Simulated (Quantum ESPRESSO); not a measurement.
## How the k mesh moves the magnetism of Fe3Ge

Two starts of Fe3Ge are run at each rung of the k mesh.

Calculated with Quantum ESPRESSO 7.5; PBEsol; plane waves with GBRV 1.5 PBEsol potentials, no spin-orbit coupling (settings of the first rung).

## Step 1: The starting structure

It takes space group Pm-3m (No. 221, cubic). Conventional cell: a = 3.661 Å, b = 3.661 Å, c = 3.661 Å, α = 90.00°, β = 90.00°, γ = 90.00°. Nearest to Fe lie 4 Ge at 2.59 Å and 8 Fe at 2.59 Å. Nearest to Ge lie 12 Fe at 2.59 Å. Farther neighbours are not listed.

The cell comes from Materials Project 2023-11-01, a database of computed structures, and need not be the stable phase.

## Step 2: Rung 1, start ferro +++

Contents of pw.in:

```
&CONTROL
  calculation = 'scf'
  prefix = 'pwscf'
  outdir = './tmp'
  pseudo_dir = './pseudo'
  disk_io = 'nowf'
  tprnfor = .true.
  tstress = .true.
/
&SYSTEM
  ibrav = 0
  nat = 4
  ntyp = 2
  ecutwfc = 40
  ecutrho = 280
  nbnd = 45
  occupations = 'smearing'
  smearing = 'fd'
  degauss = 0.00367493
  nspin = 2
  starting_magnetization(1) = 0.175
  starting_magnetization(2) = 0
/
&ELECTRONS
  conv_thr = 8d-09
  electron_maxstep = 150
  mixing_beta = 0.3
/
ATOMIC_SPECIES
Fe     55.8450 fe_pbesol_v1.5.uspp.F.UPF
Ge     72.6300 ge_pbesol_v1.4.uspp.F.UPF
CELL_PARAMETERS bohr
   6.9173434619    0.0000000000    0.0000000000
   0.0000000000    6.9173434619    0.0000000000
   0.0000000000    0.0000000000    6.9173434619
ATOMIC_POSITIONS crystal
Fe      0.0000000000    0.5000000000    0.5000000000
Fe      0.5000000000    0.5000000000    0.0000000000
Fe      0.5000000000    0.0000000000    0.5000000000
Ge      0.0000000000    0.0000000000    0.0000000000
K_POINTS automatic
2 2 2 0 0 0
```

Started as:

```console
> OMP_NUM_THREADS=1 mpirun -n 2 pw.x -in pw.in > pw.out
```

The log of the run:

```text
Program PWSCF v.7.5 starts

     Message from routine setup:
     using ibrav=0 with symmetry is DISCOURAGED, use correct ibrav instead

     R & G space division:  proc/nbgrp/npool/nimage =       2
     Subspace diagonalization in iterative solution of the eigenvalue problem:

     Parallelization info
     --------------------
     sticks:   dense  smooth     PW     G-vecs:    dense   smooth      PW
     Min         534     300     96                13072     5561    1003
     Max         535     301     97                13073     5562    1004
     Sum        1069     601    193                26145    11123    2007

     Using Slab Decomposition

     bravais-lattice index     =            0
     lattice parameter (alat)  =       6.9173  a.u.
     unit-cell volume          =     330.9924 (a.u.)^3
     number of atoms/cell      =            4
     number of atomic types    =            2
     number of electrons       =        62.00
     number of Kohn-Sham states=           45
     kinetic-energy cutoff     =      40.0000  Ry
     charge density cutoff     =     280.0000  Ry
     scf convergence threshold =      8.0E-09
     mixing beta               =       0.3000
     number of iterations used =            8  plain     mixing
     Exchange-correlation= SLA  PW   PSX  PSC
                           (   1   4  10   8   0   0   0)

     celldm(1)=   6.917343  celldm(2)=   0.000000  celldm(3)=   0.000000
     celldm(4)=   0.000000  celldm(5)=   0.000000  celldm(6)=   0.000000

     crystal axes: (cart. coord. in units of alat)
               a(1) = (   1.000000   0.000000   0.000000 )
               a(2) = (   0.000000   1.000000   0.000000 )
               a(3) = (   0.000000   0.000000   1.000000 )

     reciprocal axes: (cart. coord. in units 2 pi/alat)
               b(1) = (  1.000000  0.000000  0.000000 )
               b(2) = (  0.000000  1.000000  0.000000 )
               b(3) = (  0.000000  0.000000  1.000000 )

     PseudoPot. # 1 for Fe read from file:
     fe_pbesol_v1.5.uspp.F.UPF
     Pseudo is Ultrasoft + core correction, Zval = 16.0

     PseudoPot. # 2 for Ge read from file:
     ge_pbesol_v1.4.uspp.F.UPF
     Pseudo is Ultrasoft + core correction, Zval = 14.0

     atomic species   valence    mass     pseudopotential
     Fe               16.00    55.84500     Fe( 1.00)
     Ge               14.00    72.63000     Ge( 1.00)

     Starting magnetic structure
     atomic species   magnetization
     Fe              0.175
     Ge              0.000

     48 Sym. Ops., with inversion, found

   Cartesian axes

     site n.     atom                  positions (alat units)
         1        Fe     tau(   1) = (   0.0000000   0.5000000   0.5000000  )
         2        Fe     tau(   2) = (   0.5000000   0.5000000   0.0000000  )
         3        Fe     tau(   3) = (   0.5000000   0.0000000   0.5000000  )
         4        Ge     tau(   4) = (   0.0000000   0.0000000   0.0000000  )

     number of k points=     4  Fermi-Dirac smearing, width (Ry)=  0.0037
                       cart. coord. in units 2pi/alat
        k(    1) = (   0.0000000   0.0000000   0.0000000), wk =   0.1250000
        k(    2) = (   0.0000000   0.0000000  -0.5000000), wk =   0.3750000
        k(    3) = (   0.0000000  -0.5000000  -0.5000000), wk =   0.3750000
        k(    4) = (  -0.5000000  -0.5000000  -0.5000000), wk =   0.1250000

     Dense  grid:    26145 G-vectors     FFT dimensions: (  40,  40,  40)

     Smooth grid:    11123 G-vectors     FFT dimensions: (  27,  27,  27)

     Check: negative core charge=   -0.000047
     Generating pointlists ...
     new r_m :   0.2917 (alat units)  2.0177 (a.u.) for type    1
     new r_m :   0.2917 (alat units)  2.0177 (a.u.) for type    2

     Initial potential from superposition of free atoms

     starting charge      58.9992, renormalised to      62.0000
     Starting wfcs are   48 randomized atomic wfcs

     Self-consistent Calculation

     iteration #  1     ecut=    40.00 Ry     beta= 0.30
     Davidson diagonalization with overlap
     ethr =  1.00E-02,  avg # of iterations =  2.8

     total energy              =    -963.29874155 Ry
     estimated scf accuracy    <       3.70200459 Ry

     total magnetization       =     6.00 Bohr mag/cell
     absolute magnetization    =     6.29 Bohr mag/cell

     iteration #  2     ecut=    40.00 Ry     beta= 0.30
     Davidson diagonalization with overlap
     ethr =  5.97E-03,  avg # of iterations =  2.0

     total energy              =    -963.70034693 Ry
     estimated scf accuracy    <       0.45459719 Ry

     total magnetization       =     7.11 Bohr mag/cell
     absolute magnetization    =     7.14 Bohr mag/cell

     [... further iterations left out ...]

     iteration # 11     ecut=    40.00 Ry     beta= 0.30
     Davidson diagonalization with overlap
     ethr =  8.24E-10,  avg # of iterations =  2.0

     total energy              =    -963.78845214 Ry
     estimated scf accuracy    <       0.00000022 Ry

     total magnetization       =     7.09 Bohr mag/cell
     absolute magnetization    =     7.53 Bohr mag/cell

     iteration # 12     ecut=    40.00 Ry     beta= 0.30
     Davidson diagonalization with overlap
     ethr =  3.55E-10,  avg # of iterations =  2.1

     Magnetic moment per site  (integrated on atomic sphere of radius R)
     atom   1 (R=0.292)  charge= 14.6514  magn=  2.4136
     atom   2 (R=0.292)  charge= 14.6514  magn=  2.4136
     atom   3 (R=0.292)  charge= 14.6514  magn=  2.4136
     atom   4 (R=0.292)  charge= 12.2196  magn= -0.1093

     End of self-consistent calculation

     [... lines left out ...]
     the Fermi energy is    17.0861 ev

!    total energy              =    -963.78845230 Ry
     estimated scf accuracy    <          4.4E-09 Ry
     smearing contrib. (-TS)   =      -0.00106134 Ry
     internal energy E=F+TS    =    -963.78739096 Ry

     The total energy is F=E-TS. E is the sum of the following terms:
     one-electron contribution =    -449.96813671 Ry
     hartree contribution      =     268.68849868 Ry
     xc contribution           =    -144.57256793 Ry
     ewald contribution        =    -637.93518500 Ry

     total magnetization       =     7.10 Bohr mag/cell
     absolute magnetization    =     7.53 Bohr mag/cell

     convergence has been achieved in  12 iterations

     Forces acting on atoms (cartesian axes, Ry/au):

     atom    1 type  1   force =     0.00000000    0.00000000    0.00000000
     atom    2 type  1   force =     0.00000000    0.00000000    0.00000000
     atom    3 type  1   force =     0.00000000    0.00000000    0.00000000
     atom    4 type  2   force =     0.00000000    0.00000000    0.00000000

     Total force =     0.000000     Total SCF correction =     0.000000

     Computing stress (Cartesian axis) and pressure

          total   stress  (Ry/bohr**3)                   (kbar)     P=      -82.30
  -0.00055950   0.00000000   0.00000000          -82.30        0.00        0.00
   0.00000000  -0.00055950   0.00000000            0.00      -82.30        0.00
   0.00000000   0.00000000  -0.00055950            0.00        0.00      -82.30

=------------------------------------------------------------------------------=
   JOB DONE.
=------------------------------------------------------------------------------=
```

It took 9.2 s on 2 MPI ranks of Intel Xeon Platinum 8375C at 2.90GHz (Ice Lake), shared host; peak memory 0.21 GiB.

Spin moment in the atom's sphere by atom:

```
atom  spin moment in the atom's sphere (μB)
 Fe1                                   2.41
 Fe2                                   2.41
 Fe3                                   2.41
 Ge4                                  -0.11
```

This step gave:

| Item | Value |
| --- | --- |
| magnetization | 7.096 μB |
| final state | ferromagnetic |

## Step 3: Rung 1, start ferri ++-

Contents of pw.in:

```
&CONTROL
  calculation = 'scf'
  prefix = 'pwscf'
  outdir = './tmp'
  pseudo_dir = './pseudo'
  disk_io = 'nowf'
  tprnfor = .true.
  tstress = .true.
/
&SYSTEM
  ibrav = 0
  nat = 4
  ntyp = 3
  ecutwfc = 40
  ecutrho = 280
  nbnd = 42
  occupations = 'smearing'
  smearing = 'fd'
  degauss = 0.00367493
  nspin = 2
  starting_magnetization(1) = 0.175
  starting_magnetization(2) = -0.175
  starting_magnetization(3) = 0
/
&ELECTRONS
  conv_thr = 8d-09
  electron_maxstep = 150
  mixing_beta = 0.3
/
ATOMIC_SPECIES
Fe1    55.8450 fe_pbesol_v1.5.uspp.F.UPF
Fe2    55.8450 fe_pbesol_v1.5.uspp.F.UPF
Ge     72.6300 ge_pbesol_v1.4.uspp.F.UPF
CELL_PARAMETERS bohr
   6.9173434619    0.0000000000    0.0000000000
   0.0000000000    6.9173434619    0.0000000000
   0.0000000000    0.0000000000    6.9173434619
ATOMIC_POSITIONS crystal
Fe1     0.0000000000    0.5000000000    0.5000000000
Fe1     0.5000000000    0.5000000000    0.0000000000
Fe2     0.5000000000    0.0000000000    0.5000000000
Ge      0.0000000000    0.0000000000    0.0000000000
K_POINTS automatic
2 2 2 0 0 0
```

The log of the run:

```text
     [... lines left out ...]
Program PWSCF v.7.5 starts
     [... lines left out ...]
     number of atoms/cell      =            4
     [... lines left out ...]
     number of electrons       =        62.00
     number of Kohn-Sham states=           42
     kinetic-energy cutoff     =      40.0000  Ry
     charge density cutoff     =     280.0000  Ry
     scf convergence threshold =      8.0E-09
     [... lines left out ...]
     16 Sym. Ops., with inversion, found
     [... lines left out ...]
     number of k points=     6  Fermi-Dirac smearing, width (Ry)=  0.0037
     [... lines left out ...]
     iteration # 19     ecut=    40.00 Ry     beta= 0.30
     [... lines left out ...]
     Magnetic moment per site  (integrated on atomic sphere of radius R)
     atom   1 (R=0.292)  charge= 14.6566  magn=  2.0451
     atom   2 (R=0.292)  charge= 14.6566  magn=  2.0451
     atom   3 (R=0.292)  charge= 14.6436  magn= -2.3063
     atom   4 (R=0.292)  charge= 12.2229  magn= -0.0277
     [... lines left out ...]
     the Fermi energy is    17.0803 ev
!    total energy              =    -963.75266632 Ry
     estimated scf accuracy    <          7.6E-09 Ry
     smearing contrib. (-TS)   =      -0.00341421 Ry
     [... lines left out ...]
     total magnetization       =     1.75 Bohr mag/cell
     absolute magnetization    =     6.67 Bohr mag/cell
     convergence has been achieved in  19 iterations
     [... lines left out ...]
     Total force =     0.000000     Total SCF correction =     0.000000
     [... lines left out ...]
          total   stress  (Ry/bohr**3)                   (kbar)     P=     -106.10
     [... lines left out ...]
```

The job ended after 17 s (2 MPI ranks; peak memory 0.22 GiB).

Spin moment in the atom's sphere by atom:

```
atom  spin moment in the atom's sphere (μB)
 Fe1                                   2.05
 Fe2                                   2.05
 Fe3                                  -2.31
 Ge4                                  -0.03
```

Numbers from this step:

```yaml
magnetization: 1.75 μB
final_state: ferrimagnetic
```

## Step 4: Rung 2, start ferro +++

Contents of pw.in:

```
&CONTROL
  calculation = 'scf'
  prefix = 'pwscf'
  outdir = './tmp'
  pseudo_dir = './pseudo'
  disk_io = 'nowf'
  tprnfor = .true.
  tstress = .true.
/
&SYSTEM
  ibrav = 0
  nat = 4
  ntyp = 2
  ecutwfc = 40
  ecutrho = 280
  nbnd = 45
  occupations = 'smearing'
  smearing = 'fd'
  degauss = 0.00367493
  nspin = 2
  starting_magnetization(1) = 0.175
  starting_magnetization(2) = 0
/
&ELECTRONS
  conv_thr = 8d-09
  electron_maxstep = 150
  mixing_beta = 0.3
/
ATOMIC_SPECIES
Fe     55.8450 fe_pbesol_v1.5.uspp.F.UPF
Ge     72.6300 ge_pbesol_v1.4.uspp.F.UPF
CELL_PARAMETERS bohr
   6.9173434619    0.0000000000    0.0000000000
   0.0000000000    6.9173434619    0.0000000000
   0.0000000000    0.0000000000    6.9173434619
ATOMIC_POSITIONS crystal
Fe      0.0000000000    0.5000000000    0.5000000000
Fe      0.5000000000    0.5000000000    0.0000000000
Fe      0.5000000000    0.0000000000    0.5000000000
Ge      0.0000000000    0.0000000000    0.0000000000
K_POINTS automatic
4 4 4 0 0 0
```

Started as:

```console
> OMP_NUM_THREADS=1 mpirun -n 2 pw.x -nk 2 -in pw.in > pw.out
```

The log of the run:

```text
     [... lines left out ...]
Program PWSCF v.7.5 starts
     [... lines left out ...]
     number of atoms/cell      =            4
     [... lines left out ...]
     number of electrons       =        62.00
     number of Kohn-Sham states=           45
     kinetic-energy cutoff     =      40.0000  Ry
     charge density cutoff     =     280.0000  Ry
     scf convergence threshold =      8.0E-09
     [... lines left out ...]
     48 Sym. Ops., with inversion, found
     [... lines left out ...]
     number of k points=    10  Fermi-Dirac smearing, width (Ry)=  0.0037
     [... lines left out ...]
     iteration # 12     ecut=    40.00 Ry     beta= 0.30
     [... lines left out ...]
     Magnetic moment per site  (integrated on atomic sphere of radius R)
     atom   1 (R=0.292)  charge= 14.6762  magn=  2.2545
     atom   2 (R=0.292)  charge= 14.6762  magn=  2.2545
     atom   3 (R=0.292)  charge= 14.6762  magn=  2.2545
     atom   4 (R=0.292)  charge= 12.2080  magn= -0.1237
     [... lines left out ...]
     the Fermi energy is    17.3727 ev
!    total energy              =    -963.81484529 Ry
     estimated scf accuracy    <          5.7E-10 Ry
     smearing contrib. (-TS)   =      -0.00129987 Ry
     [... lines left out ...]
     total magnetization       =     6.54 Bohr mag/cell
     absolute magnetization    =     7.08 Bohr mag/cell
     convergence has been achieved in  12 iterations
     [... lines left out ...]
     Total force =     0.000000     Total SCF correction =     0.000000
     [... lines left out ...]
          total   stress  (Ry/bohr**3)                   (kbar)     P=     -110.22
     [... lines left out ...]
```

Wall time 14 s (2 MPI ranks); peak memory 0.17 GiB; 27 s of CPU time.

Numbers from this step:

* magnetization: 6.543 μB
* final state: ferromagnetic
* largest moment: 2.254 μB

## Step 5: Rung 2, start ferri ++-

Contents of pw.in:

```
&CONTROL
  calculation = 'scf'
  prefix = 'pwscf'
  outdir = './tmp'
  pseudo_dir = './pseudo'
  disk_io = 'nowf'
  tprnfor = .true.
  tstress = .true.
/
&SYSTEM
  ibrav = 0
  nat = 4
  ntyp = 3
  ecutwfc = 40
  ecutrho = 280
  nbnd = 42
  occupations = 'smearing'
  smearing = 'fd'
  degauss = 0.00367493
  nspin = 2
  starting_magnetization(1) = 0.175
  starting_magnetization(2) = -0.175
  starting_magnetization(3) = 0
/
&ELECTRONS
  conv_thr = 8d-09
  electron_maxstep = 150
  mixing_beta = 0.3
/
ATOMIC_SPECIES
Fe1    55.8450 fe_pbesol_v1.5.uspp.F.UPF
Fe2    55.8450 fe_pbesol_v1.5.uspp.F.UPF
Ge     72.6300 ge_pbesol_v1.4.uspp.F.UPF
CELL_PARAMETERS bohr
   6.9173434619    0.0000000000    0.0000000000
   0.0000000000    6.9173434619    0.0000000000
   0.0000000000    0.0000000000    6.9173434619
ATOMIC_POSITIONS crystal
Fe1     0.0000000000    0.5000000000    0.5000000000
Fe1     0.5000000000    0.5000000000    0.0000000000
Fe2     0.5000000000    0.0000000000    0.5000000000
Ge      0.0000000000    0.0000000000    0.0000000000
K_POINTS automatic
4 4 4 0 0 0
```

The log of the run:

```text
     [... lines left out ...]
Program PWSCF v.7.5 starts
     [... lines left out ...]
     number of atoms/cell      =            4
     [... lines left out ...]
     number of electrons       =        62.00
     number of Kohn-Sham states=           42
     kinetic-energy cutoff     =      40.0000  Ry
     charge density cutoff     =     280.0000  Ry
     scf convergence threshold =      8.0E-09
     [... lines left out ...]
     16 Sym. Ops., with inversion, found
     [... lines left out ...]
     number of k points=    18  Fermi-Dirac smearing, width (Ry)=  0.0037
     [... lines left out ...]
     iteration # 17     ecut=    40.00 Ry     beta= 0.30
     [... lines left out ...]
     Magnetic moment per site  (integrated on atomic sphere of radius R)
     atom   1 (R=0.292)  charge= 14.6697  magn=  2.1025
     atom   2 (R=0.292)  charge= 14.6697  magn=  2.1025
     atom   3 (R=0.292)  charge= 14.6713  magn= -2.1010
     atom   4 (R=0.292)  charge= 12.2125  magn= -0.0274
     [... lines left out ...]
     the Fermi energy is    17.2861 ev
!    total energy              =    -963.76653883 Ry
     estimated scf accuracy    <          3.3E-09 Ry
     smearing contrib. (-TS)   =      -0.00298459 Ry
     [... lines left out ...]
     total magnetization       =     2.06 Bohr mag/cell
     absolute magnetization    =     6.56 Bohr mag/cell
     convergence has been achieved in  17 iterations
     [... lines left out ...]
     Total force =     0.000000     Total SCF correction =     0.000000
     [... lines left out ...]
          total   stress  (Ry/bohr**3)                   (kbar)     P=     -110.42
     [... lines left out ...]
```

Elapsed: 27 s, on 2 MPI ranks; peak memory 0.25 GiB; 54 s of CPU time.

This step gave:

```yaml
magnetization: 2.055 μB
final_state: ferrimagnetic
largest_moment: 2.103 μB
```

## Step 6: Rung 3, start ferro +++

Contents of pw.in:

```
&CONTROL
  calculation = 'scf'
  prefix = 'pwscf'
  outdir = './tmp'
  pseudo_dir = './pseudo'
  disk_io = 'nowf'
  tprnfor = .true.
  tstress = .true.
/
&SYSTEM
  ibrav = 0
  nat = 4
  ntyp = 2
  ecutwfc = 40
  ecutrho = 280
  nbnd = 45
  occupations = 'smearing'
  smearing = 'fd'
  degauss = 0.00367493
  nspin = 2
  starting_magnetization(1) = 0.175
  starting_magnetization(2) = 0
/
&ELECTRONS
  conv_thr = 8d-09
  electron_maxstep = 150
  mixing_beta = 0.3
/
ATOMIC_SPECIES
Fe     55.8450 fe_pbesol_v1.5.uspp.F.UPF
Ge     72.6300 ge_pbesol_v1.4.uspp.F.UPF
CELL_PARAMETERS bohr
   6.9173434619    0.0000000000    0.0000000000
   0.0000000000    6.9173434619    0.0000000000
   0.0000000000    0.0000000000    6.9173434619
ATOMIC_POSITIONS crystal
Fe      0.0000000000    0.5000000000    0.5000000000
Fe      0.5000000000    0.5000000000    0.0000000000
Fe      0.5000000000    0.0000000000    0.5000000000
Ge      0.0000000000    0.0000000000    0.0000000000
K_POINTS automatic
6 6 6 0 0 0
```

The log of the run:

```text
     [... lines left out ...]
Program PWSCF v.7.5 starts
     [... lines left out ...]
     number of atoms/cell      =            4
     [... lines left out ...]
     number of electrons       =        62.00
     number of Kohn-Sham states=           45
     kinetic-energy cutoff     =      40.0000  Ry
     charge density cutoff     =     280.0000  Ry
     scf convergence threshold =      8.0E-09
     [... lines left out ...]
     48 Sym. Ops., with inversion, found
     [... lines left out ...]
     number of k points=    20  Fermi-Dirac smearing, width (Ry)=  0.0037
     [... lines left out ...]
     iteration # 12     ecut=    40.00 Ry     beta= 0.30
     [... lines left out ...]
     Magnetic moment per site  (integrated on atomic sphere of radius R)
     atom   1 (R=0.292)  charge= 14.6743  magn=  2.2901
     atom   2 (R=0.292)  charge= 14.6743  magn=  2.2901
     atom   3 (R=0.292)  charge= 14.6743  magn=  2.2901
     atom   4 (R=0.292)  charge= 12.2093  magn= -0.1166
     [... lines left out ...]
     the Fermi energy is    17.4007 ev
!    total energy              =    -963.81216533 Ry
     estimated scf accuracy    <          2.8E-09 Ry
     smearing contrib. (-TS)   =      -0.00201829 Ry
     [... lines left out ...]
     total magnetization       =     6.67 Bohr mag/cell
     absolute magnetization    =     7.18 Bohr mag/cell
     convergence has been achieved in  12 iterations
     [... lines left out ...]
     Total force =     0.000000     Total SCF correction =     0.000000
     [... lines left out ...]
          total   stress  (Ry/bohr**3)                   (kbar)     P=     -105.09
     [... lines left out ...]
```

Run time: 22 s. Hardware: 2 MPI ranks; peak memory 0.26 GiB; 43 s of CPU time.

Numbers from this step:

```yaml
magnetization: 6.669 μB
final_state: ferromagnetic
largest_moment: 2.290 μB
```

[end of part 1 of 2]

[Logs and program files are shortened in this print: banners, set-up blocks, solver, clock and traceback lines can be left out without a mark of their own.]

[Logs are printed without paths, hosts, clocks, repeated set-up lines and the standing remarks that a program may print on its own settings, such as how far it seeks lower states.]

[Hosts, paths, dates, database ids (printed as entryN), source tags and the programs' standing remarks are cut or masked in the printed files.]

[Where a cell is said to come from a database of computed structures, the database is the Materials Project.]
